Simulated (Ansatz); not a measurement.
# MgHF (built on the sites of a database entry of BaHI): from the cell to its phonons

How does MgHF (built on the sites of a database entry of BaHI) vibrate, and is this structure a minimum?

Calculated with Ansatz 0.2.0; DFT PBEsol, scalar-relativistic, plane waves, PAW.

The structure was built from a prototype and need not be the compound's stable phase.

## 1. Set-up

Symmetry: P4/nmm, No. 129, tetragonal system. The conventional cell has a = 3.294 Å, b = 3.294 Å, c = 5.368 Å, α = 90.00°, β = 90.00°, γ = 90.00°. Mg has 4 H at 1.94 Å and 4 F at 2.43 Å nearest. Nearest to H lie 4 Mg at 1.94 Å. F has 4 H at 2.38 Å and 4 Mg at 2.43 Å nearest. Farther neighbours and most contacts between anions are not listed.

Coordinates:

```cif
data_structure
_symmetry_space_group_name_H-M 'P 1'
_symmetry_Int_Tables_number 1
_cell_length_a 3.2944
_cell_length_b 3.2944
_cell_length_c 5.3681
_cell_angle_alpha 90.000
_cell_angle_beta 90.000
_cell_angle_gamma 90.000
_cell_volume 58.26
loop_
_atom_site_label
_atom_site_type_symbol
_atom_site_fract_x
_atom_site_fract_y
_atom_site_fract_z
_atom_site_occupancy
Mg1 Mg 0.00000 0.50000 0.19000 1
Mg2 Mg 0.50000 0.00000 0.81000 1
H3 H 0.00000 0.00000 0.00000 1
H4 H 0.50000 0.50000 0.00000 1
F5 F 0.00000 0.50000 0.68000 1
F6 F 0.50000 0.00000 0.32000 1
```

## 2. Coarse relaxation

The start is far from rest, so a relaxation with loose tolerances brings it close first.

input.yaml

```yaml
crystal:
  lattice:
    - [3.29439, 0.0, 0.0]
    - [0.0, 3.29439, 0.0]
    - [0.0, 0.0, 5.36805]
  atoms:
    - { symbol: Mg, position: [0.0, 0.5, 0.19] }
    - { symbol: Mg, position: [0.5, 0.0, 0.81] }
    - { symbol: H, position: [0.0, 0.0, 0.0] }
    - { symbol: H, position: [0.5, 0.5, 0.0] }
    - { symbol: F, position: [0.0, 0.5, 0.68] }
    - { symbol: F, position: [0.5, 0.0, 0.32] }
kpoints:
  mp_grid: { grid: [6, 6, 4] }
hamiltonian:
  xc: pbesol
scf:
  occupations: { method: gaussian, width: 0.1 }
output:
  forces: true
  stress: true
  eigenvalues: true
relax:
  adjacent_minimum: "off"
  f_tol: 0.05
  max_steps: 80
  cell: { stress_tol: 0.5 }
```

Started as:

```
$ ansatz run input.yaml --threads 8 --pin off --max-ram 14336MiB --backend cpu --events-out ev --progress --plain --runs-dir out
```

Numbers of over 12 decimals in the logs are rounded to 6 here.

The program printed:

```text
The last accepted step is kept in <dir> (removed where the run ends without a failure and the disk answers)
Engine: ansatz 0.2.0, x86_64-unknown-linux-gnu
Pseudopotentials: kind: paw
Pseudopotential: Mg, paw, valence charge 10, recommended cutoff 420 eV (normal), Mg.paw.azcp
Pseudopotential: H, paw, valence charge 1, recommended cutoff 420 eV (normal), H.paw.azcp
[...]
cell:  # Å, volume = 53.2773 Å³
    - [3.248132, 0, 0.0]
    - [0, 3.248132, 0.0]
    - [0.0, 0.0, 5.049804]
  atoms:
    - { symbol: Mg, position: [0, 0.5, 0.224858] }
    - { symbol: Mg, position: [0.5, 0, 0.775142] }
    - { symbol: H, position: [0, 0, -8.617522693103614e-19] }
    - { symbol: H, position: [0.5, 0.5, -8.617522693103614e-19] }
    - { symbol: F, position: [0, 0.5, 0.616696] }
    - { symbol: F, position: [0.5, 0, 0.383304] }
[key lines of the parts left out:]
SCF converged after 6 iterations
Free energy (F): -5460.690168 eV
Fermi energy:    7.765809 eV
P = ⅓ Tr σ = -0.2609 GPa (-2.609 kbar)
```

The job ended after 1.6 s (8 threads of AMD EPYC 9R45, shared host; peak memory 0.44 GiB).

The steps of the relaxation:

```csv
step,energy less that of the first step (eV),largest force component (eV/Å),pressure (GPa),volume (Å³)
1,0.0000,1.4156,-4.49,58.26
2,-0.5543,1.2347,-4.46,55.58
3,-0.7639,1.0520,8.93,48.97
4,-0.8708,0.4808,-1.83,53.02
5,-0.9545,0.3447,1.23,51.99
6,-0.9677,0.0542,1.06,52.48
7,-0.9685,0.0269,0.10,53.28
8*,-0.9593,0.0268,-0.26,53.28
```

Relaxation steps marked * repeat the geometry before them on a plane-wave basis chosen anew for their cell, so energy and pressure can jump there.

The run keeps the 16 symmetry operations that it works with, so distortions that break them were not tested.

```
conventional cell, symmetrised  before  after  change
                         a (Å)   3.294  3.248  -1.4 %
                         b (Å)   3.294  3.248  -1.4 %
                         c (Å)   5.368  5.050  -5.9 %
              volume (Å³/atom)    9.71   8.88  -8.6 %
```

The atoms that moved most (Å, as changes of fractional coordinates times the final cell):

```
atom     dx     dy      dz  length
  F6  0.000  0.000   0.320   0.320
  F5  0.000  0.000  -0.320   0.320
 Mg2  0.000  0.000  -0.176   0.176
 Mg1  0.000  0.000   0.176   0.176
```

The relaxed structure:

```xyz
6
Lattice="3.2481 0.0000 0.0000 0.0000 3.2481 0.0000 0.0000 0.0000 5.0498" Properties=species:S:1:pos:R:3 pbc="T T T"
Mg    0.0000    1.6241    1.1355
Mg    1.6241    0.0000    3.9143
H     0.0000    0.0000    0.0000
H     1.6241    1.6241    0.0000
F     0.0000    1.6241    3.1142
F     1.6241    0.0000    1.9356
```

A gap read on the k-mesh alone can miss the band edges.

Numbers from this step:

* pressure: -0.2609 GPa
* gap on the k-mesh: 0.9660 eV
* volume per atom: 8.880 Å³
* direct gap on mesh: 0.9660 eV

In this step the volume went from 9.71 to 8.88 Å³/atom.

## 3. Bringing the structure to rest

The cell and atoms are relaxed, since residual forces and stress would shift the frequencies.

input.yaml

```yaml
crystal:
  lattice:
    - [3.2481323991, 0.0, 0.0]
    - [0.0, 3.2481323991, 0.0]
    - [0.0, 0.0, 5.0498041532]
  atoms:
    - { symbol: Mg, position: [0.0, 0.5, 0.2248576427] }
    - { symbol: Mg, position: [0.5, 0.0, 0.7751423573] }
    - { symbol: H, position: [0.0, 0.0, 0.0] }
    - { symbol: H, position: [0.5, 0.5, 0.0] }
    - { symbol: F, position: [0.0, 0.5, 0.6166958966] }
    - { symbol: F, position: [0.5, 0.0, 0.3833041034] }
kpoints:
  mp_grid: { grid: [8, 8, 6] }
hamiltonian:
  xc: pbesol
scf:
  occupations: { method: gaussian, width: 0.02 }
output:
  forces: true
  stress: true
  eigenvalues: true
  write_density: true
  write_potential: true
  elf: true
  volumetric_format: npy
relax:
  adjacent_minimum: "off"
  f_tol: 0.005
  max_steps: 80
  cell: { stress_tol: 0.05 }
```

The program printed:

```text
[...]
Crystal: 6 atoms, lattice volume = 53.277 Å³
Basis set: ecut = 420 eV, 1057 PW (Γ), exchange–correlation on 48×48×72 points (8 copies of the dense FFT grid, shifted against one another)
Bands: 24, of which v1, the nominal top of the filled ones, is band 18 counted from 1 (17 counted from 0)
Symmetry: 16 space group operations
[...]
k-points: 60 of 384
[...]
SCF iter   1: F=—  HF=-5460.704719 eV  |F-HF|=—  |Δ(HF+E_count)|=         —  Δρ=1.26e-2  dr2=4.57e-2  ethr=1.77e-3  ⟨swp⟩=6.2  Hψ=6807  notcnv=0
[...]
SCF iter   6: F=-5460.690231 eV  HF=-5460.690231 eV  |F-HF|=1.27e-11  |Δ(HF+E_count)|=   3.07e-8  Δρ=8.28e-7  dr2=1.64e-10  ethr=1.17e-10  ⟨swp⟩=5.8  Hψ=7945  notcnv=0
SCF 1 converged in 6 iterations: F = -5460.690231 eV  dr2 = 1.64e-10
[...]
relax step   1: F+E_penalty+E_count = -5460.69023141 eV  Δ(F+E_penalty+E_count) = +0.000e0 eV  max|allowed force component| = 2.676e-2 eV/Å  Δτ_max = 0.0000 Å  P = -0.261 GPa  Ω = 53.277 Å³  (6 SCF iters, dr2 threshold 1.00e-7 eV, accepted)
Crystal: 6 atoms, lattice volume = 53.096 Å³
[...]
SCF iter   6: F=-5460.691039 eV  HF=-5460.691039 eV  |F-HF|=7.28e-12  |Δ(HF+E_count)|=  4.56e-10  Δρ=1.70e-7  dr2=7.16e-12  ethr=1.61e-12  ⟨swp⟩=4.3  Hψ=7381  notcnv=0
SCF 2 converged in 6 iterations: F = -5460.691039 eV  dr2 = 7.16e-12
relax step   2: F+E_penalty+E_count = -5460.69103934 eV  Δ(F+E_penalty+E_count) = -8.079e-4 eV  max|allowed force component| = 1.800e-2 eV/Å  Δτ_max = 0.0041 Å  P = +0.059 GPa  Ω = 53.096 Å³  energy of the carried Pulay correction = +6.373e-4 eV  (6 SCF iters, dr2 threshold 4.21e-7 eV, accepted)
Crystal: 6 atoms, lattice volume = 53.143 Å³
[...]
SCF iter   6: F=-5460.690932 eV  HF=-5460.690932 eV  |F-HF|=1.82e-12  |Δ(HF+E_count)|=  1.24e-10  Δρ=1.06e-7  dr2=1.57e-12  ethr=1.00e-12  ⟨swp⟩=4.1  Hψ=7033  notcnv=0
SCF 3 converged in 6 iterations: F = -5460.690932 eV  dr2 = 1.57e-12
relax step   3: F+E_penalty+E_count = -5460.69093164 eV  Δ(F+E_penalty+E_count) = +1.077e-4 eV  max|allowed force component| = 6.669e-3 eV/Å  Δτ_max = 0.0012 Å  P = -0.024 GPa  Ω = 53.143 Å³  energy of the carried Pulay correction = +4.720e-4 eV  (6 SCF iters, accepted)
[...]
relax step   4: F+E_penalty+E_count = -5460.69093706 eV  Δ(F+E_penalty+E_count) = -5.422e-6 eV  max|allowed force component| = 2.518e-3 eV/Å  Δτ_max = 0.0003 Å  P = -0.023 GPa  Ω = 53.142 Å³  energy of the carried Pulay correction = +4.752e-4 eV  (6 SCF iters, accepted)
[...]
relax step   5: F+E_penalty+E_count = -5460.69049185 eV  Δ(F+E_penalty+E_count) = +4.452e-4 eV  max|allowed force component| = 2.515e-3 eV/Å  Δτ_max = 0.0000 Å  P = -0.040 GPa  Ω = 53.142 Å³  stress off target by 7.68e-2 GPa  SCF on the basis re-selected at this cell (its energy is not comparable with the rows above)  (8 SCF iters)
[...]
relax step   6: F+E_penalty+E_count = -5460.69054126 eV  Δ(F+E_penalty+E_count) = -4.942e-5 eV  max|allowed force component| = 2.939e-3 eV/Å  Δτ_max = 0.0001 Å  P = -0.015 GPa  Ω = 53.129 Å³  energy of the carried Pulay correction = +4.664e-5 eV  (6 SCF iters, accepted)
[...]
SCF iter   6: F=-5460.690512 eV  HF=-5460.690512 eV  |F-HF|=4.55e-12  |Δ(HF+E_count)|=  1.00e-11  Δρ=1.03e-7  dr2=1.32e-12  ethr=1.00e-12  ⟨swp⟩=4.0  Hψ=5460  notcnv=0
SCF 7 converged in 6 iterations: F = -5460.690512 eV  dr2 = 1.32e-12
relax step   7: F+E_penalty+E_count = -5460.69051150 eV  Δ(F+E_penalty+E_count) = +2.976e-5 eV  max|allowed force component| = 2.943e-3 eV/Å  Δτ_max = 0.0000 Å  P = -0.016 GPa  Ω = 53.129 Å³  stress off target by 3.50e-2 GPa  SCF on the basis re-selected at this cell (its energy is not comparable with the rows above)  (6 SCF iters)
[...]
SCF converged after 6 iterations
Free energy (F): -5460.690512 eV
[...]
Internal energy: -5460.690512 eV  (E = F + TS)
E sigma→0 (E₀):  -5460.690512 eV
Fermi energy:    7.791779 eV
[...]
--- Forces (eV/Å), atoms counted from 1 ---
  atom   1  Mg     0.00000000     0.00000000     0.00228541
  atom   2  Mg     0.00000000     0.00000000    -0.00228541
  atom   3  H      0.00000000     0.00000000     0.00000000
  atom   4  H      0.00000000     0.00000000     0.00000000
  atom   5  F      0.00000000     0.00000000    -0.00294260
  atom   6  F      0.00000000     0.00000000     0.00294260
  max |Σ_I F_I| component: 4.34e-19 eV/Å
--- Stress (GPa, compression-positive) ---
       -0.006430       0.000000       0.000000
        0.000000      -0.006430       0.000000
        0.000000       0.000000      -0.035017
  P = ⅓ Tr σ = -0.0160 GPa (-0.160 kbar)
--- Band table (eV; the first three rows and the last of 60) ---
  k-point 0: bands = [... 14 lower, 1.8324, 2.5400, 2.5400, 7.1957, 11.0400, 11.6875, 15.0124, 15.0124, ... 2 higher]
  k-point 1: bands = [... 14 lower, 2.0437, 2.5337, 2.5337, 7.2177, 9.8793, 12.9540, 14.9690, 14.9690, ... 2 higher]
  k-point 2: bands = [... 14 lower, 2.5196, 2.5208, 2.5208, 7.2628, 8.7584, 14.4289, 14.8868, 14.8868, ... 2 higher]
  k-point 59: bands = [... 14 lower, 1.6424, 1.6424, 4.5428, 4.5428, 10.6497, 10.6497, 14.7631, 14.7631, ... 2 higher]
--- Relaxed structure (5 steps of the walk, 5 accepted, 2 SCFs on fresh bases) ---
[...]
cell:  # Å, volume = 53.1288 Å³
    - [3.247187, 0, 0.0]
    - [0, 3.247187, 0.0]
    - [0.0, 0.0, 5.038660]
  atoms:
    - { symbol: Mg, position: [0, 0.5, 0.224316] }
    - { symbol: Mg, position: [0.5, 0, 0.775684] }
    - { symbol: H, position: [0, 0, 0] }
    - { symbol: H, position: [0.5, 0.5, 0] }
    - { symbol: F, position: [0, 0.5, 0.616922] }
    - { symbol: F, position: [0.5, 0, 0.383078] }
```

Wall time 2 s (8 threads); peak memory 0.5 GiB.

Step by step:

| step | energy less that of the first step (eV) | largest force component (eV/Å) | pressure (GPa) | volume (Å³) |
| --- | --- | --- | --- | --- |
| 1 | 0.0000 | 0.0268 | -0.26 | 53.28 |
| 2 | -0.0008 | 0.0180 | 0.06 | 53.10 |
| 3 | -0.0007 | 0.0067 | -0.02 | 53.14 |
| 4 | -0.0007 | 0.0025 | -0.02 | 53.14 |
| 5* | -0.0003 | 0.0025 | -0.04 | 53.14 |
| 6 | -0.0003 | 0.0029 | -0.02 | 53.13 |
| 7* | -0.0003 | 0.0029 | -0.02 | 53.13 |

Relaxation steps marked * repeat the geometry before them on a plane-wave basis chosen anew for their cell, so energy and pressure can jump there.

Forces are held to the 16 operations that the run works with; a distortion that breaks them can't arise in this run.

| conventional cell, symmetrised | before | after | change |
| --- | --- | --- | --- |
| a (Å) | 3.248 | 3.247 | -0.0 % |
| b (Å) | 3.248 | 3.247 | -0.0 % |
| c (Å) | 5.050 | 5.039 | -0.2 % |
| volume (Å³/atom) | 8.88 | 8.85 | -0.3 % |

The relaxed structure:

```xyz
6
Lattice="3.2472 0.0000 0.0000 0.0000 3.2472 0.0000 0.0000 0.0000 5.0387" Properties=species:S:1:pos:R:3 pbc="T T T"
Mg    0.0000    1.6236    1.1302
Mg    1.6236    0.0000    3.9084
H     0.0000    0.0000    0.0000
H     1.6236    1.6236    0.0000
F     0.0000    1.6236    3.1085
F     1.6236    0.0000    1.9302
```

This step gave:

- pressure: -0.01596 GPa
- gap on the k-mesh: 1.012 eV
- volume per atom: 8.855 Å³
- direct gap on mesh: 1.012 eV

ELF in the ac plane at fractional y = 0.500, with atoms of Mg and H and F within 0.2 Å of it. It is the smooth field of the valence electrons, not physical close to the nuclei.

Ten even steps from '0' (0.0) to '9' (1.0):
```
00026999999996200
00014899999984100
00001589999851000
00000158998510000
33210013553100123
76541001111001456
88764200000024678
77876310000136787
56787520000257876
45787520000257875
56777410000147776
77876310000136787
88764200000024678
77652000000002567
22210000000000122
00000000000000000
22100000000000012
44310000000000134
23430000000000343
12331001111001332
22430014554100342
33420058998500243
33200389999830023
10002799999972000
00015999999995100
00026999999996200
```
Columns run along a (3.2 Å), rows up along c (5.0 Å). Atoms in or near the plane, at fractional coordinates: Mg at (0.00, 0.22), H at (0.50, 0.00), F at (0.00, 0.62).

Valence density in the ac plane at fractional y = 0.500, with atoms of Mg and H and F within 0.2 Å of it. It is the smooth field of the valence electrons, not physical close to the nuclei.

Ten steps, logarithmic in the rise over the least value, from '_' (0 e/Å³) to '@' (29 e/Å³):
```
__________..::::----::::..________
__________....::::::::....________
____________............__________
________________....______________
....____________________________..
::::....____________________....::
====--::..________________..::--==
****++--::..____________..::--++**
####**==::..____________..::==**##
%%##**==::..____________..::==**##
####**==::..____________..::==**##
****==--..________________..--==**
====--::..________________..::--==
::::::..____________________..::::
......________________________....
....____________________________..
----..________________________..--
##**==..____________________..==**
@@%%**--____________________--**%%
@@@@##==..________________..==##@@
@@@@##==..________________..==##@@
####++::________....________::++##
====::..____............____..::==
....______....::::::::....______..
__________..::::----::::..________
__________..::--====--::..________
```
Columns run along a (3.2 Å), rows up along c (5.0 Å). Atoms in or near the plane, at fractional coordinates: Mg at (0.00, 0.22), H at (0.50, 0.00), F at (0.00, 0.62).

Electrostatic potential energy in the ac plane at fractional y = 0.500, with atoms of Mg and H and F within 0.2 Å of it. With pseudopotentials it is smooth inside the atoms' cores, unlike the true potential.

Values in eV, 21 rows by 14 columns, each cell a mean:
```
  8   8   9   9   8   3 -14 -24 -11   6   8   9   9   8
 10  10  10  10   9   7   3   1   4   8   9  10  10  10
 10  10  10  10  10   9   8   8   8   9  10  10  10  10
 10  10  10  10  10   9   8   8   8   9  10  10  10  10
  3   6   9  10   9   9   8   8   8   9   9   9   9   5
-23 -16  -2   8   9   9   8   8   8   9   9   7  -4 -18
-37 -32 -18   3   9   9   9   8   9   9   9   0 -21 -33
-39 -37 -25  -1   9   9   9   9   9   9   8  -5 -28 -38
-39 -34 -21   2   9  10  10  10  10  10   9  -2 -24 -36
-29 -22  -7   7   9  10  10  10  10  10   9   6 -10 -24
 -7  -2   5   8   9  10  10  10  10  10   9   8   4  -3
  3   3   5   7   8   9  10  10  10   9   8   6   5   3
 -5  -3   0   3   6   8   9   9   9   8   6   3   0  -3
-30 -23 -11  -2   3   7   8   9   8   6   3  -3 -13 -25
-53 -46 -27  -8   1   6   8   8   7   5   0 -10 -31 -48
-55 -54 -39 -13   0   5   7   8   7   4  -2 -17 -44 -54
-55 -54 -39 -12   0   5   8   8   7   5  -1 -16 -43 -54
-49 -43 -22  -6   2   6   7   8   7   5   1  -8 -25 -46
-22 -16  -7   0   4   6   4   3   5   6   4   0  -8 -18
 -3  -1   2   4   6   3 -11 -19  -8   5   6   4   1  -2
  4   5   6   7   7  -1 -27 -40 -23   3   7   7   6   4
```
Columns run along a (3.2 Å; values clipped at the 3rd and 97th percentile), rows up along c (5.0 Å). Atoms in or near the plane, at fractional coordinates: Mg at (0.00, 0.22), H at (0.50, 0.00), F at (0.00, 0.62).

In this step the volume went from 8.88 to 8.85 Å³/atom.

## 4. Relaxing to small forces for the phonons

Phonons need a cell at rest on their own settings, so the relaxation is repeated with tight tolerances on forces and stress on the k mesh and occupations of the first response run.

input.yaml

```yaml
crystal:
  lattice:
    - [3.2471872179, 0.0, 0.0]
    - [0.0, 3.2471872179, 0.0]
    - [0.0, 0.0, 5.03866005]
  atoms:
    - { symbol: Mg, position: [0.0, 0.5, 0.2243155145] }
    - { symbol: Mg, position: [0.5, 0.0, 0.7756844855] }
    - { symbol: H, position: [0.0, 0.0, 0.0] }
    - { symbol: H, position: [0.5, 0.5, 0.0] }
    - { symbol: F, position: [0.0, 0.5, 0.6169217648] }
    - { symbol: F, position: [0.5, 0.0, 0.3830782352] }
kpoints:
  mp_grid: { grid: [8, 8, 6] }
hamiltonian:
  xc: pbesol
scf:
  occupations: { method: fixed }
output:
  forces: true
  stress: true
  eigenvalues: true
relax:
  adjacent_minimum: "off"
  f_tol: 0.001
  max_steps: 60
  cell: { stress_tol: 0.01 }
```

The program printed:

```text
[...]
Crystal: 6 atoms, lattice volume = 53.129 Å³
Basis set: ecut = 420 eV, 1057 PW (Γ), exchange–correlation on 48×48×72 points (8 copies of the dense FFT grid, shifted against one another)
Bands: 24, of which v1, the nominal top of the filled ones, is band 18 counted from 1 (17 counted from 0)
Symmetry: 16 space group operations
[...]
k-points: 60 of 384
[...]
--- Relaxed structure (6 steps of the walk, 5 accepted, 2 SCFs on fresh bases) ---
[...]
cell:  # Å, volume = 53.1228 Å³
    - [3.247148, 0, 0.0]
    - [0, 3.247148, 0.0]
    - [0.0, 0.0, 5.038218]
  atoms:
    - { symbol: Mg, position: [0, 0.5, 0.224333] }
    - { symbol: Mg, position: [0.5, 0, 0.775667] }
    - { symbol: H, position: [0, 0, 0] }
    - { symbol: H, position: [0.5, 0.5, 0] }
    - { symbol: F, position: [0, 0.5, 0.616886] }
    - { symbol: F, position: [0.5, 0, 0.383114] }
[key lines of the parts left out:]
SCF converged after 6 iterations
Free energy (F): -5460.690509 eV
Fermi energy:    7.287067 eV
P = ⅓ Tr σ = 0.0015 GPa (0.015 kbar)
```

The job ended after 1.9 s (8 threads; peak memory 0.48 GiB).

Little changed from the start: no atom moved by 0.005 Å and no cell edge by 0.1 %.

This step gave:

| Property | Result |
| --- | --- |
| pressure | 0.001459 GPa |
| gap on the k-mesh | 1.013 eV |
| volume per atom | 8.854 Å³ |
| direct gap on mesh | 1.013 eV |

The largest force component left is 0.42 meV/Å and the pressure is 0.001 GPa, within the tolerances set. The cell now holds 8.85 Å³/atom.

(Continued in part 2 of 3.)

[Logs are printed without paths, hosts, clocks, repeated set-up lines and the standing remarks that a program may print on its own settings, such as how far it seeks lower states.]

[Hosts, paths, dates, database ids (printed as entryN), source tags and the programs' standing remarks are cut or masked in the printed files.]
